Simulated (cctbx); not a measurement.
# KTl3S5 with cctbx, script by script

Library: cctbx 2025.11. The data are simulated by the first script.

## 1. Simulate the data

run.py:

```python
from cctbx import adptbx, crystal, miller, sgtbx, xray
from cctbx.array_family import flex
from iotbx.shelx import hklf
from scitbx import matrix
import scitbx.random

cs = crystal.symmetry(unit_cell=(11.515, 3.866, 19.109, 90, 90, 90), space_group_symbol='Hall: -P 2ac 2n')  # Pnma
atoms = [  # label, site, U (iso, or U11 U22 U33 U12 U13 U23 in A^2), occupancy
    ("Tl1", (0.1181, 0.25, 0.6605), (0.0029, 0.0027, 0.0025, 0.0000, 0.0004, 0.0000), 1),
    ("Tl2", (0.348, 0.25, 0.9885), (0.0027, 0.0029, 0.0028, 0.0000, 0.0001, 0.0000), 1),
    ("Tl3", (0.1781, 0.25, 0.3187), (0.0034, 0.0036, 0.0034, 0.0000, 0.0003, 0.0000), 0.8),
    ("K1", (0.1781, 0.25, 0.3187), (0.0034, 0.0036, 0.0034, 0.0000, 0.0003, 0.0000), 0.2),
    ("K2", (0.5237, 0.25, 0.3754), (0.0025, 0.0026, 0.0023, 0.0000, -0.0001, 0.0000), 0.8),
    ("Tl4", (0.5237, 0.25, 0.3754), (0.0025, 0.0026, 0.0023, 0.0000, -0.0001, 0.0000), 0.2),
    ("S1", (0.4485, 0.25, 0.7688), (0.0052, 0.0066, 0.0057, 0.0000, 0.0011, 0.0000), 1),
    ("S2", (0.2276, 0.25, 0.8813), (0.0062, 0.0059, 0.0056, 0.0000, 0.0001, 0.0000), 1),
    ("S3", (0.2897, 0.25, 0.2129), (0.0065, 0.0068, 0.0059, 0.0000, -0.0007, 0.0000), 1),
    ("S4", (0.2305, 0.25, 0.555), (0.0049, 0.0049, 0.0052, 0.0000, -0.0001, 0.0000), 1),
    ("S5", (0.0197, 0.25, 0.4271), (0.0051, 0.0046, 0.0059, 0.0000, -0.0000, 0.0000), 1),
]
xs = xray.structure(crystal_symmetry=cs)
for label, site, u, occ in atoms:
    u = adptbx.u_cif_as_u_star(cs.unit_cell(), u) if isinstance(u, tuple) else u
    xs.add_scatterer(xray.scatterer(label, site=site, u=u, occupancy=occ))
xs.set_inelastic_form_factors(1.54184, "sasaki")
xs.show_summary()
p1 = xs.expand_to_p1()
ms = miller.build_set(p1, anomalous_flag=True, d_min=0.83)
flex.set_random_seed(256429)
scitbx.random.set_random_seed(256429)
ms = ms.select(flex.random_double(ms.size()) < 0.95)
i = ms.structure_factors_from_scatterers(p1, algorithm="direct").f_calc().as_intensity_array().data()
i = i * 70000 / flex.max(i)
sig = flex.sqrt(i + flex.pow2(0.02 * i) + 2 ** 2)
noise = scitbx.random.variate(scitbx.random.normal_distribution())(i.size())
data = ms.array(data=i + sig * noise, sigmas=sig).set_observation_type_xray_intensity()
with open("data.hkl", "w") as f:
    data.export_as_shelx_hklf(f)
print("reflections written:", data.size(), " <I/sigma> = %.1f" % flex.mean(data.data() / data.sigmas()))
for h, a, b in list(data.sort("data"))[:12]:
    print("%4d%4d%4d %9.1f %7.1f" % (h + (a, b)))
```

```console
$ python run.py
```

```text
Number of scatterers: 11
At special positions: 11
Unit cell: (11.515, 3.866, 19.109, 90, 90, 90)
Space group: P n m a (No. 62)
reflections written: 5973  <I/sigma> = 23.4
   0   2   0   71626.4  1424.8
   0  -2   0   69260.6  1424.8
   0  -4   0   33649.9   668.6
   0   4   0   32784.2   668.6
   5   1   3   25936.0   533.3
  -5   1   3   25933.1   533.3
  -5  -1  -3   25434.7   533.3
   5   1  -3   25324.7   533.3
  -5   1  -3   25289.6   533.3
   0   0  -6   24856.2   532.3
   0   0   6   24826.4   532.3
   5  -1  -3   24798.8   533.3
```

It took 0.43 s on 1 thread of Arm Neoverse N1, on a shared host, peak memory 0.07 GiB.

## 2. Refinement

run.py:

```python
import math
from cctbx import adptbx, crystal, maptbx, sgtbx, xray
from cctbx.array_family import flex
from cctbx.xray import observations
from iotbx.shelx import hklf
from scitbx.lstbx import normal_eqns_solving
from smtbx import absolute_structure, utils
from smtbx.refinement import constraints, least_squares

cs = crystal.symmetry(unit_cell=(11.515, 3.866, 19.109, 90, 90, 90), space_group_symbol='Hall: -P 2ac 2n')  # Pnma
atoms = [  # label, site, U (iso, or U11 U22 U33 U12 U13 U23 in A^2), occupancy
    ("Tl1", (0.1181, 0.25, 0.6605), 0.0200, 1),
    ("Tl2", (0.348, 0.25, 0.9885), 0.0200, 1),
    ("Tl3", (0.1781, 0.25, 0.3187), 0.0200, 1),
    ("K2", (0.5237, 0.25, 0.3754), 0.0200, 1),
    ("S1", (0.4485, 0.25, 0.7688), 0.0200, 1),
    ("S2", (0.2276, 0.25, 0.8813), 0.0200, 1),
    ("S3", (0.2897, 0.25, 0.2129), 0.0200, 1),
    ("S4", (0.2305, 0.25, 0.555), 0.0200, 1),
    ("S5", (0.0197, 0.25, 0.4271), 0.0200, 1),
]
xs = xray.structure(crystal_symmetry=cs)
for label, site, u, occ in atoms:
    u = adptbx.u_cif_as_u_star(cs.unit_cell(), u) if isinstance(u, tuple) else u
    xs.add_scatterer(xray.scatterer(label, site=site, u=u, occupancy=occ))
xs.set_inelastic_form_factors(1.54184, "sasaki")
xs.convert_to_anisotropic()
raw = hklf.reader(file_name="data.hkl").as_miller_arrays(crystal_symmetry=cs, anomalous=True)[0]
merged = raw.eliminate_sys_absent().merge_equivalents()
fo2 = merged.array().set_observation_type_xray_intensity()
print("Rint %.3f, %d unique reflections to %.2f A" % (merged.r_int(), fo2.size(), fo2.d_min()))
for sc in xs.scatterers():
    sc.flags.set_grad_site(True)
    sc.flags.set_grad_u_aniso(sc.flags.use_u_aniso())
    sc.flags.set_grad_u_iso(sc.flags.use_u_iso())
obs = fo2.as_xray_observations()
extra = {}
rep = constraints.reparametrisation(xs, [], utils.connectivity_table(xs), **extra)
ls = least_squares.crystallographic_ls(obs, rep, weighting_scheme=least_squares.mainstream_shelx_weighting(a=0, b=0))
print("cycle     R1     wR2    GooF  max shift (A)")
for cycle in range(12):
    ls.build_up()
    r1, wr2, goof = ls.r1_factor(cutoff_factor=2)[0], ls.wR2(), ls.goof()
    old = xs.sites_cart()
    normal_eqns_solving.levenberg_marquardt_iterations(ls, n_max_iterations=3, tau=1e-06, step_threshold=1e-7)
    big = flex.max((xs.sites_cart() - old).norms())
    print("%4d %7.4f %7.4f %7.3f %9.5f" % (cycle + 1, r1, wr2, goof, big))
    ls.build_up(objective_only=True)
    if abs(ls.wR2() - wr2) < 5e-5 and big < 5e-4:
        break
ls.build_up()
print("final R1 %.4f wR2 %.4f GooF %.3f  parameters %d  data/parameter %.1f" % (ls.r1_factor(cutoff_factor=2)[0], ls.wR2(), ls.goof(), ls.n_parameters, fo2.size() / ls.n_parameters))
cov = ls.covariance_matrix_and_annotations()
su = dict(zip(cov.annotations, (math.sqrt(max(v, 0)) for v in cov.matrix.matrix_packed_u_diagonal())))
a2 = cs.unit_cell().reciprocal_parameters()[0] ** -2
print("atom        x        y        z      Ueq    occ   su(xyz)  su(Uiso or U11)")
for sc in xs.scatterers():
    s = max(su.get(sc.label + k, 0) for k in (".x", ".y", ".z"))
    npd = "" if sc.is_positive_definite_u(cs.unit_cell()) else "  NPD"
    print("%-5s %8.5f %8.5f %8.5f %8.4f %6.3f %8.5f %7.4f%s" % ((sc.label,) + sc.site + (sc.u_iso_or_equiv(cs.unit_cell()), sc.occupancy, s, su.get(sc.label + ".uiso", su.get(sc.label + ".u11", 0) * a2), npd)))
fo = fo2.f_sq_as_f()
fc = fo.structure_factors_from_scatterers(xs, algorithm="direct").f_calc()
diff = fo.f_obs_minus_f_calc(1 / math.sqrt(ls.scale_factor()), fc).average_bijvoet_mates()
m = diff.fft_map(symmetry_flags=maptbx.use_space_group_symmetry, resolution_factor=0.25).apply_volume_scaling()
print("difference map: max %.2f min %.2f rms %.2f" % (m.statistics().max(), m.statistics().min(), m.statistics().sigma()))
peaks = m.peak_search(parameters=maptbx.peak_search_parameters(min_distance_sym_equiv=0.6, max_clusters=6)).all()
near = xs.closest_distances(peaks.sites(), distance_cutoff=4)
sps = cs.special_position_settings(min_distance_sym_equiv=0.5)
for k, (x, h) in enumerate(zip(peaks.sites(), peaks.heights())):
    ss = sps.site_symmetry(x)
    print("Q%-3d %7.4f %7.4f %7.4f %4d %7.2f  %.2f A from %s" % ((k + 1,) + tuple(t % 1 for t in ss.exact_site()) + (ss.multiplicity(), h, near.smallest_distances[k], xs.scatterers()[near.i_seqs[k]].label)))
```

```console
$ python run.py
```

```text
Rint 0.020, 907 unique reflections to 0.83 A
cycle     R1     wR2    GooF  max shift (A)
   1  0.1900  0.4471  29.822   0.01400
   2  0.0574  0.1659  11.063   0.00375
   3  0.0575  0.1656  11.047   0.00001
final R1 0.0575 wR2 0.1656 GooF 11.047  parameters 54  data/parameter 16.8
atom        x        y        z      Ueq    occ   su(xyz)  su(Uiso or U11)
Tl1    0.11810  0.25000  0.66055  -0.0009  1.000  0.00011  0.0007  NPD
Tl2    0.34803  0.25000  0.98851  -0.0008  1.000  0.00010  0.0007  NPD
Tl3    0.17802  0.25000  0.31864   0.0094  1.000  0.00013  0.0008
K2     0.52384  0.25000  0.37544  -0.0297  1.000  0.00031  0.0015  NPD
S1     0.44830  0.25000  0.76808   0.0025  1.000  0.00067  0.0036  NPD
S2     0.22781  0.25000  0.88149   0.0037  1.000  0.00070  0.0035  NPD
S3     0.29050  0.25000  0.21250   0.0007  1.000  0.00066  0.0036  NPD
S4     0.23017  0.25000  0.55548   0.0036  1.000  0.00072  0.0036
S5     0.02017  0.25000  0.42761   0.0014  1.000  0.00066  0.0034  NPD
difference map: max 15.92 min -4.87 rms 1.05
Q1    0.0207  0.2500  0.1254    4   15.98  0.04 A from K2
Q2    0.1073  0.2500  0.6582    4    6.59  0.13 A from Tl1
Q3    0.1571  0.7500  0.4837    4    6.58  0.11 A from Tl2
Q4    0.2317  0.2500  0.5469    4    3.54  0.16 A from S4
Q5    0.0543  0.7500  0.2846    4    2.79  0.32 A from S1
Q6    0.2228  0.7500  0.7294    4    1.93  0.36 A from S3
```

Time: 0.65 s.

This run holds a fault made on purpose: disorder ignored: each site full, of its main element.

## 3. Refinement (occupancies of the disordered sites free, main element alone)

run.py, as its changes from the last script of this kind:

```diff
@@ -12,9 +12,9 @@
-    ("Tl1", (0.1181, 0.25, 0.6605), 0.0200, 1),
-    ("Tl2", (0.348, 0.25, 0.9885), 0.0200, 1),
-    ("Tl3", (0.1781, 0.25, 0.3187), 0.0200, 1),
-    ("K2", (0.5237, 0.25, 0.3754), 0.0200, 1),
-    ("S1", (0.4485, 0.25, 0.7688), 0.0200, 1),
-    ("S2", (0.2276, 0.25, 0.8813), 0.0200, 1),
-    ("S3", (0.2897, 0.25, 0.2129), 0.0200, 1),
-    ("S4", (0.2305, 0.25, 0.555), 0.0200, 1),
-    ("S5", (0.0197, 0.25, 0.4271), 0.0200, 1),
+    ("Tl1", (0.1181, 0.25, 0.66055), 0.0120, 1),
+    ("Tl2", (0.34803, 0.25, 0.98851), 0.0120, 1),
+    ("Tl3", (0.17802, 0.25, 0.31864), 0.0120, 1),
+    ("K2", (0.52384, 0.25, 0.37544), 0.0120, 1),
+    ("S1", (0.4483, 0.25, 0.76808), 0.0120, 1),
+    ("S2", (0.22781, 0.25, 0.88149), 0.0120, 1),
+    ("S3", (0.2905, 0.25, 0.2125), 0.0120, 1),
+    ("S4", (0.23017, 0.25, 0.55548), 0.0120, 1),
+    ("S5", (0.02017, 0.25, 0.42761), 0.0120, 1),
@@ -35,0 +36 @@
+    sc.flags.set_grad_occupancy(sc.label in ('Tl3', 'K2'))
@@ -41 +42 @@
-for cycle in range(12):
+for cycle in range(20):
@@ -60,0 +62,2 @@
+print("su of occupancy Tl3: %.3f" % su["Tl3.occ"])
+print("su of occupancy K2: %.3f" % su["K2.occ"])
```

```console
$ python run.py
```

```text
Rint 0.020, 907 unique reflections to 0.83 A
cycle     R1     wR2    GooF  max shift (A)
   1  0.1544  0.3903  26.063   0.00224
   2  0.0547  0.1562  10.432   0.00312
   3  0.0488  0.1369   9.145   0.00234
   4  0.0447  0.1250   8.344   0.00146
   5  0.0419  0.1171   7.823   0.00098
   6  0.0398  0.1118   7.464   0.00070
   7  0.0382  0.1078   7.196   0.00052
   8  0.0370  0.1045   6.977   0.00039
   9  0.0359  0.1016   6.785   0.00031
  10  0.0349  0.0989   6.607   0.00025
  11  0.0340  0.0964   6.440   0.00022
  12  0.0331  0.0940   6.280   0.00019
  13  0.0323  0.0917   6.126   0.00017
  14  0.0316  0.0895   5.979   0.00015
  15  0.0309  0.0874   5.836   0.00014
  16  0.0302  0.0853   5.699   0.00013
  17  0.0295  0.0833   5.566   0.00012
  18  0.0288  0.0814   5.438   0.00011
  19  0.0282  0.0796   5.314   0.00011
  20  0.0276  0.0778   5.194   0.00010
final R1 0.0270 wR2 0.0761 GooF 5.079  parameters 56  data/parameter 16.2
atom        x        y        z      Ueq    occ   su(xyz)  su(Uiso or U11)
Tl1    0.11809  0.25000  0.66053   0.0030  1.000  0.00005  0.0003
Tl2    0.34800  0.25000  0.98851   0.0031  1.000  0.00005  0.0003
Tl3    0.17805  0.25000  0.31871   0.0036  0.835  0.00006  0.0004
K2     0.52375  0.25000  0.37544  -0.0159  1.263  0.00014  0.0009  NPD
S1     0.44838  0.25000  0.76859   0.0059  1.000  0.00031  0.0017
S2     0.22758  0.25000  0.88128   0.0061  1.000  0.00031  0.0016
S3     0.28971  0.25000  0.21294   0.0061  1.000  0.00031  0.0017
S4     0.23042  0.25000  0.55504   0.0062  1.000  0.00032  0.0016
S5     0.01986  0.25000  0.42714   0.0052  1.000  0.00030  0.0016
su of occupancy Tl3: 0.004
su of occupancy K2: 0.015
difference map: max 7.56 min -1.15 rms 0.45
Q1    0.0182  0.2500  0.1271    4    7.57  0.08 A from K2
Q2    0.0227  0.2500  0.2097    4    0.70  1.63 A from K2
Q3    0.1190  0.2500  0.0705    4    0.67  1.51 A from K2
Q4    0.1141  0.0427  0.0819    8    0.66  1.55 A from K2
Q5    0.2348  0.2500  0.5530    4    0.66  0.06 A from S4
Q6    0.0745  0.2500  0.0495    4    0.66  1.55 A from K2
```

Run time: 1.5 s on 1 thread of Arm Neoverse N1, on a shared host, peak memory 0.09 GiB.

Figures of merit this high mean that the model is still wrong or incomplete.

[Logs are printed without paths, hosts, clocks, repeated set-up lines and the standing remarks that a program may print on its own settings, such as how far it seeks lower states.]
